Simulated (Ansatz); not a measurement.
# Meshes and cutoff for the phonons of Zr (Im-3m, 1 atom in the cell), part 3 of 3

Aim: how dense must the meshes and how high the cutoff be for the phonons of Zr (Im-3m, 1 atom in the cell)?

Ansatz 0.2.0; DFT PBEsol, scalar-relativistic, plane waves, PAW; PAW set soft_1.

So far. Step 12 (Another k mesh, k-mesh 24×24×24, q mesh 2×2×2): Against step 4 (now k-mesh 24×24×24), the highest frequency on the path or at a solved wavevector goes from 180 cm⁻¹ to 177 cm⁻¹. The relaxed cell has a = 3.521 Å (conventional setting).

This is not the structure that Zr takes at ambient pressure and room temperature (hexagonal, No. 194); it is a model or a phase of other conditions.

## (16) Another cutoff, cutoff 290 eV, q mesh 2×2×2

The cutoff is set to 290 eV on a small fixed q mesh.

Input file input.yaml:

```yaml
crystal:
  lattice:
    - [-1.7605290631, 1.7605290631, 1.7605290631]
    - [1.7605290631, -1.7605290631, 1.7605290631]
    - [1.7605290631, 1.7605290631, -1.7605290631]
  atoms:
    - { symbol: Zr, position: [0.0, 0.0, 0.0] }
kpoints:
  mp_grid: { grid: [16, 16, 16] }
hamiltonian:
  xc: pbesol
  pseudopotentials: { kind: paw, azcp: { folder: soft_1 }, xc_functional: pbe }
scf:
  occupations: { method: methfessel_paxton, width: 0.2 }
output:
  eigenvalues: true
phonons:
  method: dfpt
  qmesh: [2, 2, 2]
  temperatures: { t_max: 1000, t_step: 50 }
  qpath:
    path:
      - [[0.0, 0.0, 0.0], [0.5, -0.5, 0.5], [0.0, 0.0, 0.5], [0.0, 0.0, 0.0], [0.25, 0.25, 0.25], [0.5, -0.5, 0.5]]
      - [[0.25, 0.25, 0.25], [0.0, 0.0, 0.5]]
    npoints: 10
basis:
  ecutwfc: 290
```

Launch:

```console
$ ansatz run input.yaml --threads 4 --pin off --max-ram 10240MiB --backend cpu --events-out ev --progress --plain --runs-dir out
```

Numbers of over 12 decimals in the logs are rounded to 6 here.

The log of the run:

```text
[...]
Crystal: 1 atoms, lattice volume = 21.827 Å³
Basis set: ecut = 290 eV, 225 PW (Γ), exchange–correlation on 36×36×36 points (8 copies of the dense FFT grid, shifted against one another)
Bands: 10, of which v1, the nominal top of the filled ones, is band 6 counted from 1 (5 counted from 0)
Symmetry: 48 space group operations
k-points: 145 of 4096
[...]
SCF iter   1: F=—  HF=-4128.650756 eV  |F-HF|=—  |Δ(HF+E_count)|=         —  Δρ=2.41e-2  dr2=1.75e-1  ethr=3.10e-3  ⟨swp⟩=5.0  Hψ=8053  notcnv=0
[...]
SCF iter   7: F=-4128.578733 eV  HF=-4128.578733 eV  |F-HF|=9.09e-13  |Δ(HF+E_count)|=  1.55e-11  S|Δr|=    0.00e0  Δρ=2.90e-8  dr2=1.41e-13  ethr=1.00e-12  ⟨swp⟩=5.2  Hψ=5186  notcnv=0
SCF 1 converged in 7 iterations: F = -4128.578733 eV  dr2 = 1.41e-13
[...]
SCF converged after 7 iterations
[...]
Free energy (F): -4128.578733 eV
[...]
Internal energy: -4128.578246 eV  (E = F + TS)
E sigma→0 (E₀):  -4128.578612 eV
Entropy (-TS):   -0.000488 eV (-0.488 meV/atom)
Fermi energy:    14.613186 eV
[...]
--- Band table (eV; the first three rows and the last of 145) ---
[...]
ASR residual: 3.130e-5 → 0.000e0 eV/Å²; symmetrization residual: 1.137e-13 eV/Å²
  ASR residual per site (eV/Å²): 3.13e-5
  Γ frequencies (cm⁻¹): 0.00 0.00 0.00
--- Phonons (arbitrary-q DFPT): 3 irreducible q on the 2×2×2 mesh ---
[...]
interpolated dispersion: 62 rows × 3 modes
[...]
```

It took 14 s on 4 threads of Arm Neoverse N1, shared host; peak memory 0.63 GiB; 49 s of CPU time.

The run finished; it serves as a test, and its numbers are not taken as the result.

## (17) Another cutoff, cutoff 360 eV, q mesh 2×2×2

The cutoff is set to 360 eV on a small fixed q mesh.

input.yaml: that of step 16 with these lines changed.

```diff
@@ -26,2 +26,2 @@
 basis:
-  ecutwfc: 290
+  ecutwfc: 360
```

The log of the run:

```text
[...]
Crystal: 1 atoms, lattice volume = 21.827 Å³
Basis set: ecut = 360 eV, 321 PW (Γ), exchange–correlation on 40×40×40 points (8 copies of the dense FFT grid, shifted against one another)
Bands: 10, of which v1, the nominal top of the filled ones, is band 6 counted from 1 (5 counted from 0)
Symmetry: 48 space group operations
k-points: 145 of 4096
[...]
E sigma→0 (E₀):  -4128.592891 eV
Entropy (-TS):   -0.000479 eV (-0.479 meV/atom)
Fermi energy:    14.610640 eV
[...]
--- Band table (eV; the first three rows and the last of 145) ---
[...]
ASR residual: 3.624e-5 → 0.000e0 eV/Å²; symmetrization residual: 4.169e-13 eV/Å²
  ASR residual per site (eV/Å²): 3.62e-5
  Γ frequencies (cm⁻¹): 0.00 0.00 0.00
--- Phonons (arbitrary-q DFPT): 3 irreducible q on the 2×2×2 mesh ---
[...]
interpolated dispersion: 62 rows × 3 modes
[...]
[key lines of the parts left out:]
SCF converged after 7 iterations
Free energy (F): -4128.593010 eV
```

Run time: 17 s. Hardware: 4 threads; peak memory 0.71 GiB; 61 s of CPU time.

Frequencies (cm⁻¹) solved at each irreducible wavevector; negative means imaginary. Frequencies by wavevector, by row:

```
q in reciprocal lattice units  star  mode 1  mode 2  mode 3
                        0 0 0     1       0       0       0
                     0 0 -0.5     6   -74.9   102.2   112.6
               -0.5 -0.5 -0.5     1   179.5   179.5   179.5
```

Against step 4 (now cutoff 360 eV), the highest frequency on the path or at a solved wavevector stays at 180 cm⁻¹.

## (18) Another cutoff, cutoff 550 eV, q mesh 2×2×2

The cutoff is set to 550 eV on a small fixed q mesh.

input.yaml: that of step 17 with these lines changed.

```diff
@@ -26,2 +26,2 @@
 basis:
-  ecutwfc: 360
+  ecutwfc: 550
```

The log of the run:

```text
[...]
Crystal: 1 atoms, lattice volume = 21.827 Å³
Basis set: ecut = 550 eV, 627 PW (Γ), exchange–correlation on 48×48×48 points (8 copies of the dense FFT grid, shifted against one another)
Bands: 10, of which v1, the nominal top of the filled ones, is band 6 counted from 1 (5 counted from 0)
Symmetry: 48 space group operations
k-points: 145 of 4096
[...]
E sigma→0 (E₀):  -4128.593264 eV
Entropy (-TS):   -0.000479 eV (-0.479 meV/atom)
Fermi energy:    14.610621 eV
[...]
--- Band table (eV; the first three rows and the last of 145) ---
[...]
ASR residual: 1.256e-4 → 0.000e0 eV/Å²; symmetrization residual: 3.583e-13 eV/Å²
  ASR residual per site (eV/Å²): 1.26e-4
  Γ frequencies (cm⁻¹): 0.00 0.00 0.00
--- Phonons (arbitrary-q DFPT): 3 irreducible q on the 2×2×2 mesh ---
[...]
interpolated dispersion: 62 rows × 3 modes
[...]
[key lines of the parts left out:]
SCF converged after 7 iterations
Free energy (F): -4128.593384 eV
```

Elapsed: 28 s, on 4 threads; peak memory 0.97 GiB.

## (19) Summary of results

```
lowest mode on the q mesh (acoustic modes at Γ apart), k-mesh 6×6×6    : -84.0 cm⁻¹
lowest mode on the q mesh (acoustic modes at Γ apart), k-mesh 8×8×8    : -88.7 cm⁻¹
lowest mode on the q mesh (acoustic modes at Γ apart), k-mesh 12×12×12 : -75.9 cm⁻¹
lowest mode on the q mesh (acoustic modes at Γ apart), k-mesh 16×16×16 : -74.9 cm⁻¹
lowest mode on the q mesh (acoustic modes at Γ apart), k-mesh 24×24×24 : -74.5 cm⁻¹
lowest mode on the q mesh (acoustic modes at Γ apart), cutoff 170 eV   : 24.5 cm⁻¹
lowest mode on the q mesh (acoustic modes at Γ apart), cutoff 230 eV   : -80.2 cm⁻¹
lowest mode on the q mesh (acoustic modes at Γ apart), cutoff 290 eV   : -73.6 cm⁻¹
lowest mode on the q mesh (acoustic modes at Γ apart), cutoff 360 eV   : -74.9 cm⁻¹
lowest mode on the q mesh (acoustic modes at Γ apart), cutoff 550 eV   : -74.9 cm⁻¹
```

What this shows: The base run has imaginary modes (down to 75i cm⁻¹), and the series also tests whether they stay. Over the whole q mesh series, coarse runs included, the lowest frequency on the path runs from -80.3 to -73.3 cm⁻¹; the two finest runs still differ by up to 2.0 cm⁻¹, so convergence is not shown. The k mesh changes along this series too, so part of the change is its. Over the whole k mesh series, coarse runs included, the lowest mode on the q mesh (acoustic modes at Γ apart) runs from -88.7 to -74.5 cm⁻¹; the two finest runs still differ by up to 2.2 cm⁻¹ in a solved mode, so convergence is not shown. Over the whole cutoff series, coarse runs included, the lowest mode on the q mesh (acoustic modes at Γ apart) runs from -80.2 to 24.5 cm⁻¹; from 290 eV on all solved modes stay within 1.3 cm⁻¹ of the finest run (550 eV), against a tolerance of 1.8. All runs share the cell relaxed at the base settings, which is not exactly at rest under another k mesh or cutoff. With no gap, or one that is small against the smearing, the frequencies hang on the k mesh and the smearing, most of all near Kohn anomalies. The PAW files were made for PBE and serve the other functionals too. These are harmonic frequencies at zero temperature: anharmonic shifts, linewidths and thermal expansion are left out.

[Logs are printed without paths, hosts, clocks, repeated set-up lines and the standing remarks that a program may print on its own settings, such as how far it seeks lower states.]

[Hosts, paths, dates, database ids (printed as entryN), source tags and the programs' standing remarks are cut or masked in the printed files.]
